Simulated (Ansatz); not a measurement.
# Gap against strain: armchair germanene nanoribbon (N = 9, H edges)

How it was computed: Ansatz 0.2.0, plane waves with PAW datasets, PBE, Fermi-Dirac smearing of 0.05 eV, no spin-orbit coupling. The period is scaled from its relaxed value of 7.004 Å and the atoms relax, within the symmetry of the start, at each strain ε (in %); gaps, in eV, are read on a band path.

| period (Å) | energy (eV a cell) | place of the conduction minimum (Γ = 0, Z = 1) | ε | gap |
| --- | --- | --- | --- | --- |
| 6.724 | +0.247 | 0.00 | −4 | 0.2396 |
| 6.864 | +0.062 | 0.00 | −2 | 0.2854 |
| 7.004 | 0.000 | 0.00 | 0 | 0.3229 |
| 7.144 | +0.057 | 0.00 | 2 | 0.3615 |
| 7.284 | +0.224 | 0.00 | 4 | 0.3973 |

One run is withheld: period (Å) = 7.424, with ε = 6. Fit a straight line gap = a + b × ε to the 5 rows shown and predict it.

**Fit.** The means are 0 for ε and 0.3213 for gap. The sum of products of deviations is 0.7831 and the sum of squares in ε is 40, so b = 0.7831 / 40 = 0.01958 and a = 0.3213 − (0.01958) × 0 = 0.3213. The residuals' standard deviation, with 3 degrees of freedom, is σ = 0.0032.

**Prediction.** gap = 0.3213 + (0.01958) × 6 = 0.4388. The run gave 0.4326, so the prediction less the run is +0.0062. The standard error of a prediction there, σ√(1 + 1/5 + (6 − 0)²/40), is 0.0047, and the miss is 1.3 times that, for a point outside the fitted range. With so few rows σ is itself uncertain.

The gap widens at every step from compression to tension.

Caveats: Kohn-Sham gaps of a wire among periodic images, which in a check on one flat ribbon (7 Å apart) lowered the gap by 0.2 eV and flattened the slope; the slope b × 100 is a mean deformation potential of the gap, in eV per unit strain. Between neighbouring runs it lies between 1.8 and 2.3 eV. The unstrained row comes from a denser mesh than the others, which shifts its energy a little. Series of this kind are told only where this holds: a gap at every strain (compound wires with polar facets were set aside first). 88 of 101 did.
